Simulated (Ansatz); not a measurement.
# F on Co(0001): change of the work function, part 2 of 2

Wanted: Δφ(θ) for F/Co(0001), starting from the fcc site.

Ansatz 0.2.0; plane-wave DFT, PBE, Ansatz PAW (set soft_1); PAW set soft_1.

So far, work function, upper face (eV): step 2 (the clean slab) 4.92; step 3 (37 atoms, coverage 0.111 ML, cell 3x3) 5.16.

## 4. Adsorbate added, k-mesh 6×6×1, coverage 0.25 ML

System of this step: F/Co(0001). The cell holds 17 atoms: 16 Co and 1 F. Its edges and angles: a = 5.020 Å, b = 5.020 Å, c = 25.232 Å, α = 90.0°, β = 90.0°, γ = 60.0°. Vacuum lies along c.

Another coverage, to see how the dipoles act on each other as their distance changes.

File input.yaml:

```yaml
crystal:
  lattice:
    - [5.02, 0.0, 0.0]
    - [2.51, 4.347447527, 0.0]
    - [0.0, 0.0, 25.2315073062]
  atoms:
    - { symbol: Co, position: [0.3333333333, 0.3333333333, 0.3566968826], spin: 1.82 }
    - { symbol: Co, position: [0.0, 0.0, 0.4373741872], spin: 1.76 }
    - { symbol: Co, position: [0.3333333333, 0.3333333333, 0.5184353712], spin: 1.74 }
    - { symbol: Co, position: [0.0, 0.0, 0.5955323834], spin: 1.79 }
    - { symbol: Co, position: [0.3333333333, 0.8333333333, 0.3566968826], spin: 1.82 }
    - { symbol: Co, position: [0.0, 0.5, 0.4373741872], spin: 1.76 }
    - { symbol: Co, position: [0.3333333333, 0.8333333333, 0.5184353712], spin: 1.74 }
    - { symbol: Co, position: [0.0, 0.5, 0.5955323834], spin: 1.79 }
    - { symbol: Co, position: [0.8333333333, 0.3333333333, 0.3566968826], spin: 1.82 }
    - { symbol: Co, position: [0.5, 0.0, 0.4373741872], spin: 1.76 }
    - { symbol: Co, position: [0.8333333333, 0.3333333333, 0.5184353712], spin: 1.74 }
    - { symbol: Co, position: [0.5, 0.0, 0.5955323834], spin: 1.79 }
    - { symbol: Co, position: [0.8333333333, 0.8333333333, 0.3566968826], spin: 1.82 }
    - { symbol: Co, position: [0.5, 0.5, 0.4373741872], spin: 1.76 }
    - { symbol: Co, position: [0.8333333333, 0.8333333333, 0.5184353712], spin: 1.74 }
    - { symbol: Co, position: [0.5, 0.5, 0.5955323834], spin: 1.79 }
    - { symbol: F, position: [0.1666666667, 0.1666666667, 0.6433031174] }
magnetization:
  spin_polarized: true
kpoints:
  mp_grid: { grid: [6, 6, 1] }
hamiltonian:
  xc: pbe
  pseudopotentials: { kind: paw, azcp: { folder: soft_1 } }
scf:
  occupations: { method: fermi_dirac, width: 0.1 }
  convergence: { dr2_threshold: 1.0e-08 }
efield:
  axis: 3
  dipole_correction: true
  ramp_position: 0.97
  ramp_width: 0.06
relax:
  f_tol: 0.02
  max_steps: 60
  constraints: [{ sites: [0, 1, 4, 5, 8, 9, 12, 13] }]
output:
  dos: { projected: true, e_range: [-8, 4] }
  write_potential: true
  write_density: true
  volumetric_format: npy
  elf: true
```

Command:

```
> ansatz run input.yaml --threads 4 --pin off --max-ram 16384MiB --backend cpu --events-out ev --progress --plain --runs-dir out
```

The job ended after 5.1 min (4 threads of Arm Neoverse V1, shared host; peak memory 3 GiB).

Step by step:

```csv
step,energy less that of the first step (eV),largest force component (eV/Å)
1,0.0000,3.3812
2,-0.2517,2.2016
3,-0.4725,0.1099
4,-0.4746,0.0191
```

Forces are held to the 6 operations that the program found; a distortion that breaks them can't arise in this run.

The atoms that moved most (Å):

```csv
atom,dx,dy,dz,length
F17,0.000,0.000,0.289,0.289
Co16,0.000,0.000,-0.065,0.065
Co12,0.019,-0.011,0.029,0.036
Co8,0.000,0.022,0.029,0.036
Co4,-0.019,-0.011,0.029,0.036
Co11,0.006,-0.003,-0.009,0.011
Co7,0.000,0.007,-0.009,0.011
Co3,-0.006,-0.003,-0.009,0.011
```

Final coordinates:

```
Co F
1.0
     5.02000    0.00000    0.00000
     2.51000    4.34745    0.00000
     0.00000    0.00000   25.23151
Co F
16 1
Direct
  0.33333 0.33333 0.35670
  0.00000 0.00000 0.43737
  0.33253 0.33253 0.51809
  0.99743 0.99743 0.59667
  0.33333 0.83333 0.35670
  0.00000 0.50000 0.43737
  0.33253 0.83493 0.51809
  0.99743 0.50514 0.59667
  0.83333 0.33333 0.35670
  0.50000 0.00000 0.43737
  0.83493 0.33253 0.51809
  0.50514 0.99743 0.59667
  0.83333 0.83333 0.35670
  0.50000 0.50000 0.43737
  0.83333 0.83333 0.51803
  0.50000 0.50000 0.59294
  0.16667 0.16667 0.65475
```

Numbers from this step:

```
energy at zero smearing        : -82821.1936 eV
total moment                   : 27.58 μB
work function, upper face      : 5.471 eV
dipole along the normal        : -0.05826 e·Å
step between the vacuum levels : 0.4831 eV
```

The density of states has structure finer than the step of the table below, so its rows give means over 0.25 eV. Peaks (eV: height): total -2.560: 51.1, -2.410: 57.6, -2.230: 51.8, -2.170: 55.6, -1.110: 72.6, -0.840: 77.8, -0.630: 53.0; up -2.650: 33.6, -2.560: 42.9, -2.410: 48.1, -2.260: 33.6, -1.110: 42.2, -0.900: 34.4, -0.840: 42.1; down -1.110: 30.4, -0.870: 40.4, -0.630: 49.6, 0.030: 31.8, 0.090: 41.1, 0.870: 33.8, 1.140: 37.6.

The density of states by energy, zero at the Fermi level; means over each step; values in states/eV a cell:

```csv
energy (eV),total,up,down
-7.75,0.964,0.489,0.475
-7.50,0.977,0.507,0.470
-7.25,1.72,0.997,0.727
-7.00,3.10,1.69,1.42
-6.75,2.79,1.64,1.15
-6.50,3.09,1.54,1.55
-6.25,4.30,3.22,1.08
-6.00,9.25,5.62,3.63
-5.75,9.49,2.06,7.43
-5.50,4.33,2.26,2.06
-5.25,3.75,2.07,1.68
-5.00,7.98,6.66,1.32
-4.75,11.1,7.85,3.29
-4.50,14.6,11.5,3.17
-4.25,18.3,16.3,2.04
-4.00,16.9,10.9,6.00
-3.75,19.7,14.8,4.92
-3.50,21.3,15.0,6.28
-3.25,19.0,9.40,9.63
-3.00,27.9,17.7,10.2
-2.75,32.7,23.8,8.98
-2.50,41.3,32.5,8.77
-2.25,40.9,23.9,17.0
-2.00,28.3,17.8,10.5
-1.75,23.2,17.4,5.78
-1.50,36.7,20.7,16.0
-1.25,43.0,23.6,19.4
-1.00,50.5,27.0,23.5
-0.75,47.3,21.3,26.0
-0.50,20.2,1.96,18.2
-0.25,21.9,4.29,17.6
0.00,16.8,1.59,15.2
0.25,18.7,2.86,15.9
0.50,19.3,2.31,17.0
0.75,22.2,2.58,19.6
1.00,30.8,2.62,28.2
1.25,21.1,2.15,19.0
1.50,7.16,2.90,4.26
1.75,7.28,3.12,4.16
```

Projected DOS per atom over height of the atomic layer and energy from the Fermi level. Layers: Co4 Co4 Co4 Co4 F from below.

Ten even steps from '_' (0.0 states/eV) to '@' (4.2 states/eV), each cell a mean:
```
__________
..::::::__
--------__
--::::--__
::....::__
--------__
########__
**++==++__
==------__
**++++++__
========__
::----::__
::--::::__
..::--::__
..::::..__
__....____
________**
________@@
________==
________..
__________
__________
```
Columns: height of the atomic layer (Å) from 9 to 16.5 (not evenly spaced); rows upwards: energy from the Fermi level (eV) from -7.96 to 1.95.

Projected DOS per atom, spin up over height of the atomic layer and energy from the Fermi level. Layers: Co4 Co4 Co4 Co4 F from below.

Ten even steps from '0' (0.01 states/eV) to '9' (2.59 states/eV), each cell a mean:
```
00000
00000
00000
00000
00000
11110
57760
64450
53340
75560
64560
23320
33330
23320
13310
01100
00000
00009
00005
00001
00000
00000
```
Columns: height of the atomic layer (Å) from 9 to 16.5 (not evenly spaced); rows upwards: energy from the Fermi level (eV) from -7.96 to 1.95.

Projected DOS per atom, spin down over height of the atomic layer and energy from the Fermi level. Layers: Co4 Co4 Co4 Co4 F from below.

Values in states/eV, 22 rows by 5 columns, each cell a mean:
```
0.23 0.18 0.19 0.23 0.05
0.73 1.01 1.12 0.91 0.10
1.49 1.51 1.46 1.46 0.10
1.26 0.88 0.77 1.15 0.07
0.85 0.69 0.63 0.87 0.08
1.28 1.09 1.07 1.28 0.08
1.80 1.14 1.17 1.43 0.05
1.13 0.97 0.93 1.08 0.03
0.43 0.50 0.46 0.39 0.02
0.82 0.91 0.83 0.78 0.06
0.40 0.59 0.64 0.45 0.04
0.42 0.69 0.78 0.50 0.12
0.23 0.42 0.44 0.24 0.12
0.16 0.25 0.28 0.16 0.10
0.16 0.22 0.22 0.13 0.20
0.08 0.09 0.09 0.06 0.25
0.07 0.10 0.11 0.12 2.60
0.06 0.07 0.09 0.14 1.61
0.04 0.07 0.04 0.07 0.53
0.04 0.08 0.08 0.07 0.21
0.02 0.05 0.05 0.03 0.05
0.01 0.04 0.05 0.02 0.01
```
Columns: height of the atomic layer (Å) from 9 to 16.5 (not evenly spaced); rows upwards: energy from the Fermi level (eV) from -7.96 to 1.95.

Site moment by atom:

```csv
atom,site moment (μB)
Co1,1.82
Co2,1.75
Co3,1.76
Co4,1.81
Co5,1.82
Co6,1.75
Co7,1.76
Co8,1.81
Co9,1.82
Co10,1.75
Co11,1.76
Co12,1.81
Co13,1.81
Co14,1.77
Co15,1.64
Co16,1.80
F17,0.09
```

Spin density in the ca plane at fractional y = 0.000, with atoms of Co within 0.2 Å of it.

Values in e/Å³, 7 rows by 16 columns, each cell a mean:
```
0.0 0.0 0.1 1.2 0.0 0.0 0.1 1.3 0.1 0.0 0.0 0.0 0.0 0.0 0.0 0.0
0.0 0.1 0.0 0.0 0.0 0.1 0.0 0.0 0.0 0.0 0.0 0.0 0.0 0.0 0.0 0.0
0.0 0.0 0.0 0.5 0.0 0.0 0.0 0.6 0.0 0.0 0.0 0.0 0.0 0.0 0.0 0.0
0.0 0.0 0.2 2.7 0.0 0.0 0.1 2.8 0.1 0.0 0.0 0.0 0.0 0.0 0.0 0.0
0.0 0.1 0.0 0.2 0.0 0.1 0.0 0.2 0.0 0.0 0.0 0.0 0.0 0.0 0.0 0.0
0.0 0.1 0.0 0.1 0.0 0.1 0.0 0.1 0.0 0.0 0.0 0.0 0.0 0.0 0.0 0.0
0.0 0.0 0.1 2.2 0.0 0.0 0.1 2.2 0.1 0.0 0.0 0.0 0.0 0.0 0.0 0.0
```
Columns run along c (16.0 Å, from fractional 0.31 to 0.94 of the cell), rows up along a (5.0 Å). Atoms in or near the plane, at fractional coordinates: Co at (0.44, 0.00), Co at (0.60, 0.00), Co at (0.44, 0.50), Co at (0.60, 0.51).

Electrostatic potential energy in the ca plane at fractional y = 0.000, with atoms of Co within 0.2 Å of it. With pseudopotentials it is smooth inside the atoms' cores, unlike the true potential.

Values in eV, 7 rows by 16 columns, each cell a mean:
```
  4  -1  -9 -36  -3  -1  -8 -37  -4   7   8   8   8   8   8   8
  0 -18   2  -2   0 -19   1  -2   5   7   8   8   8   8   8   8
  3  -4  -5 -28  -1  -5  -5 -29  -1   7   8   8   8   8   8   8
  5   3 -14 -42  -6   3 -12 -42  -8   7   8   8   8   8   8   8
  2 -10  -1 -16   0 -11  -1 -16   1   7   8   8   8   8   8   8
  0 -15   1  -8   0 -16   0  -8   2   7   8   8   8   8   8   8
  5   2 -12 -41  -5   2 -10 -41  -6   7   8   8   8   8   8   8
```
Columns run along c (16.0 Å, from fractional 0.31 to 0.94 of the cell; values clipped at the 3rd and 97th percentile), rows up along a (5.0 Å). Atoms in or near the plane, at fractional coordinates: Co at (0.44, 0.00), Co at (0.60, 0.00), Co at (0.44, 0.50), Co at (0.60, 0.51).

ELF in the ca plane at fractional y = 0.000, with atoms of Co within 0.2 Å of it. It is the smooth field of the valence electrons, not physical close to the nuclei.

Values, 7 rows by 16 columns, each cell a mean:
```
0.29 0.25 0.24 0.40 0.25 0.24 0.25 0.41 0.14 0.03 0.00 0.00 0.00 0.00 0.00 0.00
0.18 0.21 0.24 0.22 0.23 0.21 0.25 0.24 0.25 0.07 0.00 0.00 0.00 0.00 0.00 0.00
0.25 0.22 0.23 0.31 0.23 0.21 0.24 0.32 0.16 0.04 0.00 0.00 0.00 0.00 0.00 0.00
0.37 0.33 0.27 0.57 0.27 0.31 0.28 0.57 0.14 0.08 0.01 0.00 0.00 0.00 0.00 0.00
0.21 0.20 0.23 0.24 0.22 0.20 0.23 0.22 0.34 0.47 0.06 0.00 0.00 0.00 0.00 0.00
0.19 0.20 0.23 0.23 0.22 0.21 0.23 0.19 0.41 0.53 0.07 0.00 0.00 0.00 0.00 0.00
0.34 0.30 0.26 0.51 0.26 0.28 0.27 0.50 0.15 0.15 0.02 0.00 0.00 0.00 0.00 0.00
```
Columns run along c (16.0 Å, from fractional 0.31 to 0.94 of the cell), rows up along a (5.0 Å). Atoms in or near the plane, at fractional coordinates: Co at (0.44, 0.00), Co at (0.60, 0.00), Co at (0.44, 0.50), Co at (0.60, 0.51).

The relaxation took 4 steps and lowered the energy by 0.47 eV; the largest force on the free atoms ends at 0.019 eV/Å.

By hand: a sheet of dipoles makes a step −p/(ε₀A) in the electron's potential. With e/ε₀ = 180.95 V·Å, p = -0.05826 e·Å and A = 21.82 Å², that is −180.95 × (-0.05826) / 21.82 = +0.483 eV, and the two vacuum levels of the run differ by +0.483 eV.

The covered face has 5.47 eV, +0.55 eV against the clean one; the bare back face has moved by +0.00 eV, a measure of how thin the slab is.

## 5. The covered slab, k-mesh 6×6×1, coverage 0.5 ML

System of this step: F/Co(0001). The cell holds 18 atoms: 16 Co and 2 F. Its edges and angles: a = 5.020 Å, b = 5.020 Å, c = 25.232 Å, α = 90.0°, β = 90.0°, γ = 60.0°. Vacuum lies along c.

input.yaml: that of step 4 with these lines changed.

```diff
@@ -23,2 +23,3 @@
     - { symbol: F, position: [0.1666666667, 0.1666666667, 0.6433031174] }
+    - { symbol: F, position: [0.6666666667, 0.1666666667, 0.6433031174] }
 magnetization:
```

It took 15 min on 4 threads; peak memory 3.8 GiB; 58 min of CPU time.

Step by step:

```csv
step,energy less that of the first step (eV),largest force component (eV/Å)
1,0.0000,3.3803
2,-0.4818,2.0509
3,-0.8249,0.2897
4,-0.8127,0.2136
5,-0.8378,0.0256
6,-0.8382,0.0068
```

Relaxation step 4 was tried and not accepted.

The run keeps the 4 symmetry operations that the program found, so distortions that break them were not tested.

The atoms that moved most (Å):

```csv
atom,dx,dy,dz,length
F18,0.000,0.134,0.229,0.266
F17,0.000,0.134,0.229,0.266
Co4,0.000,-0.048,0.072,0.086
Co12,0.000,-0.048,0.072,0.086
Co16,0.000,0.044,-0.031,0.054
Co8,0.000,0.044,-0.031,0.054
Co7,0.000,0.009,-0.023,0.025
Co15,0.000,0.009,-0.023,0.025
```

Final coordinates:

```cif
data_structure
_symmetry_space_group_name_H-M 'P 1'
_symmetry_Int_Tables_number 1
_cell_length_a 5.0200
_cell_length_b 5.0200
_cell_length_c 25.2315
_cell_angle_alpha 90.000
_cell_angle_beta 90.000
_cell_angle_gamma 60.000
_cell_volume 550.66
loop_
_atom_site_label
_atom_site_type_symbol
_atom_site_fract_x
_atom_site_fract_y
_atom_site_fract_z
_atom_site_occupancy
Co1 Co 0.33333 0.33333 0.35670 1
Co2 Co 0.00000 0.00000 0.43737 1
Co3 Co 0.33364 0.33271 0.51787 1
Co4 Co 0.00547 0.98907 0.59838 1
Co5 Co 0.33333 0.83333 0.35670 1
Co6 Co 0.00000 0.50000 0.43737 1
Co7 Co 0.33226 0.83549 0.51752 1
Co8 Co 0.99499 0.51002 0.59429 1
Co9 Co 0.83333 0.33333 0.35670 1
Co10 Co 0.50000 0.00000 0.43737 1
Co11 Co 0.83364 0.33271 0.51787 1
Co12 Co 0.50547 0.98907 0.59838 1
Co13 Co 0.83333 0.83333 0.35670 1
Co14 Co 0.50000 0.50000 0.43737 1
Co15 Co 0.83226 0.83549 0.51752 1
Co16 Co 0.49499 0.51002 0.59429 1
F17 F 0.15129 0.19742 0.65240 1
F18 F 0.65129 0.19742 0.65240 1
```

The density of states has structure finer than the step of the table below, so its rows give means over 0.5 eV. Peaks (eV: height): total -2.44: 56.8, -2.23: 50.7, -2.17: 53.2, -1.26: 51.2, -1.14: 56.7, -0.90: 65.3, -0.66: 46.2; up -3.40: 26.5, -2.56: 30.5, -2.44: 47.3, -2.17: 27.8, -1.26: 31.2, -1.11: 35.1, -0.84: 34.1; down -0.90: 31.9, -0.66: 36.7, -0.33: 31.2, 0.87: 37.2, 0.93: 31.0, 1.14: 38.4, 1.23: 32.1.

The density of states by energy, zero at the Fermi level; means over each step; values in states/eV a cell:

```csv
energy (eV),total,up,down
-7.5,1.47,0.847,0.622
-7.0,4.21,2.73,1.48
-6.5,8.12,4.89,3.23
-6.0,9.28,5.00,4.29
-5.5,6.23,2.00,4.23
-5.0,8.32,6.37,1.95
-4.5,16.2,12.8,3.44
-4.0,19.0,13.2,5.73
-3.5,22.8,16.0,6.74
-3.0,26.5,16.7,9.81
-2.5,36.6,26.2,10.4
-2.0,31.7,19.9,11.8
-1.5,34.6,20.2,14.4
-1.0,49.7,27.9,21.8
-0.5,25.3,5.64,19.6
0.0,16.4,2.38,14.1
0.5,20.1,2.42,17.7
1.0,30.4,2.89,27.5
1.5,7.77,1.88,5.89
```

The relaxation took 6 steps and lowered the energy by 0.84 eV; the largest force on the free atoms ends at 0.0068 eV/Å.

The covered face has 6.12 eV, +1.19 eV against the clean one; the bare back face has moved by -0.02 eV, a measure of how thin the slab is.

## 6. The covered slab, k-mesh 12×12×1, coverage 1 ML

System of this step: F/Co(0001). The cell holds 5 atoms: 4 Co and 1 F. Cell: a = 2.510 Å, b = 2.510 Å, c = 25.232 Å, α = 90.0°, β = 90.0°, γ = 60.0°. Vacuum lies along c.

input.yaml, the sections that differ from step 5:

```yaml
crystal:
  lattice:
    - [2.51, 0.0, 0.0]
    - [1.255, 2.1737237635, 0.0]
    - [0.0, 0.0, 25.2315073062]
  atoms:
    - { symbol: Co, position: [0.6666666667, 0.6666666667, 0.3566968826], spin: 1.82 }
    - { symbol: Co, position: [0.0, 0.0, 0.4373741872], spin: 1.76 }
    - { symbol: Co, position: [0.6666666667, 0.6666666667, 0.5184353712], spin: 1.74 }
    - { symbol: Co, position: [0.0, 0.0, 0.5955323834], spin: 1.79 }
    - { symbol: F, position: [0.3333333333, 0.3333333333, 0.6433031174] }
kpoints:
  mp_grid: { grid: [12, 12, 1] }
relax:
  f_tol: 0.02
  max_steps: 60
  constraints: [{ sites: [0, 1] }]
output:
  write_potential: true
  write_density: true
  volumetric_format: npy
# magnetization, hamiltonian, scf, efield: as in step 5
```

Wall time 52 s (4 threads); peak memory 0.55 GiB.

The steps of the relaxation:

```csv
step,energy less that of the first step (eV),largest force component (eV/Å)
1,0.0000,2.9717
2,-0.1775,1.6864
3,-0.2720,0.1489
4,-0.2729,0.0257
5,-0.2729,0.0015
```

Forces are held to the 6 operations that the program found; a distortion that breaks them can't arise in this run.

The atoms that moved most (Å):

```csv
atom,dx,dy,dz,length
F5,0.000,0.000,0.234,0.234
Co4,0.000,0.000,0.068,0.068
Co3,0.000,0.000,-0.039,0.039
```

The relaxed structure:

```
Co F
1.0
     2.51000    0.00000    0.00000
     1.25500    2.17372    0.00000
     0.00000    0.00000   25.23151
Co F
4 1
Direct
  0.66667 0.66667 0.35670
  0.00000 0.00000 0.43737
  0.66667 0.66667 0.51690
  0.00000 0.00000 0.59823
  0.33333 0.33333 0.65258
```

Running mean over 2.03561 Å of the planar mean; the ramp of the sawtooth is left out. The electron's electrostatic potential energy less the Fermi level by z:

```csv
z (Å),electron's electrostatic potential energy less the Fermi level (eV)
4,4.95
5,4.94
6,4.88
7,4.17
8,-3.23
9,-9.85
10,-10.0
11,-10.1
12,-10.4
13,-10.1
14,-10.1
15,-11.0
16,-8.97
17,0.902
18,6.89
19,7.43
20,7.44
21,7.44
22,7.44
```

The relaxation took 5 steps and lowered the energy by 0.27 eV; the largest force on the free atoms ends at 0.0015 eV/Å.

The covered face has 7.44 eV, +2.51 eV against the clean one; the bare back face has moved by -0.04 eV, a measure of how thin the slab is.

## 7. Work function against coverage

This step: plane-wave DFT, PBE, Ansatz PAW (set soft_1); work function against coverage; PAW set soft_1 (Ansatz 0.2.0).

The runs are now put side by side.

This step gave:

```
work function of the clean face     : 4.924 eV
largest change of the work function : 2.511 eV
```

Work function of the covered face against coverage:

```csv
coverage (adsorbates/nm²),work function of the covered face (eV)
0.00,4.92
2.04,5.16
4.58,5.47
9.16,6.12
18.33,7.44
```

The dipole per adsorbate comes from the change of the cell's dipole. Coverage, by row:

```csv
coverage (1/nm²),coverage (ML),work function (eV),change (eV),"dipole per adsorbate, positive end outwards (debye)",mean height of the added atoms over the highest substrate atom (Å)
2.036,0.1111,5.161,0.2371,-0.307,1.451
4.582,0.25,5.471,0.5467,-0.316,1.465
9.164,0.5,6.116,1.192,-0.351,1.363
18.33,1,7.435,2.511,-0.37,1.371
```

## 8. Results

- work function of the clean face: 4.92 eV
- work function at 0.11 ML: 5.16 eV
- work function at 0.25 ML: 5.47 eV
- work function at 0.5 ML: 6.12 eV
- work function at 1 ML: 7.44 eV
- dipole per adsorbate at 0.11 ML, positive end outwards: -0.31 D

What this shows: F raises the work function of Co(0001) at the lowest coverage, by 0.24 eV: the adsorbate layer has its negative end outwards. The slab has 4 layers, at the tabulated experimental lattice constant, one starting site was run, and quantum-size effects of a slab this thin can reach one or two tenths of an eV. The magnetic order is the one reached from the typed start; other orders were not compared.

[Long decimals in the printed logs are rounded to 6 places.]

[Logs are printed without paths, hosts, clocks, repeated set-up lines and the standing remarks that a program may print on its own settings, such as how far it seeks lower states.]

[Hosts, paths, dates, database ids (printed as entryN), source tags and the programs' standing remarks are cut or masked in the printed files.]

[Maps of the electrostatic potential energy from Ansatz leave out the sawtooth potential of an applied field or a dipole correction, so their vacuum need not be flat; planar profiles and work functions include it.]
